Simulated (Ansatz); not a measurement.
An input for Ansatz 0.2.0 (InSe (P-6m2)):

```yaml
crystal:
  lattice:
    - [3.9748709455, 0.0, 0.0]
    - [-1.9874354728, 3.4423392156, 0.0]
    - [0.0, 0.0, 16.2636494814]
  atoms:
    - { symbol: In, position: [0.0, 0.0, 0.5842950809] }
    - { symbol: In, position: [0.0, 0.0, 0.4157049191] }
    - { symbol: In, position: [0.3333333333, 0.6666666667, 0.9156997426] }
    - { symbol: In, position: [0.3333333333, 0.6666666667, 0.0843002574] }
    - { symbol: Se, position: [0.6666666667, 0.3333333333, 0.8378264049] }
    - { symbol: Se, position: [0.6666666667, 0.3333333333, 0.1621735951] }
    - { symbol: Se, position: [0.3333333333, 0.6666666667, 0.6621026916] }
    - { symbol: Se, position: [0.3333333333, 0.6666666667, 0.3378973084] }
kpoints:
  mp_grid: { grid: [6, 6, 2] }
  band_path:
    path:
      - [0.0, 0.0, 0.0]
      - [0.5, 0.0, 0.0]
      - [0.33333333, 0.33333333, 0.0]
      - [0.0, 0.0, 0.5]
      - [0.5, 0.0, 0.5]
      - [0.33333333, 0.33333333, 0.5]
    npoints: 1
hamiltonian:
  xc: pbe0
scf:
  occupations: { method: fixed }
  n_extra_bands: 6
output:
  eigenvalues: true
```

```sh
ansatz run input.yaml --threads 3 --pin off --max-ram 92160MiB --backend cuda --events-out ev --progress --plain --runs-dir out --devices 1 --max-vram 13GiB
```

Q: How long will it take on 1 × NVIDIA H100 80GB HBM3 (shared by 6 runs) with 3 threads of AMD EPYC 7R13 (Zen 3), shared host, and how much memory?

It took 61 s; on shared hardware allow 30 s to 2 min. Peak host memory was 2.0 GiB. The sizes that set the cost: 4387 plane waves a state, 14 irreducible k points and 18 SCF cycles.

Exact exchange couples every pair of k points and filled bands, so it costs far more than a semilocal run.

[Paths, hosts, dates, memory and timing lines, banners, echoed tables and standing remarks are left out of the program output.]

[Logs are printed without paths, hosts, clocks, repeated set-up lines and the standing remarks that a program may print on its own settings, such as how far it seeks lower states.]

[Runs of the session that timed out or met a known fault of the program may be left out.]

[Cells called generated may have been cut or substituted from an entry of the Crystallography Open Database or the Materials Project.]

[Hosts, paths, dates, database ids (printed as entryN), source tags and the programs' standing remarks are cut or masked in the printed files.]
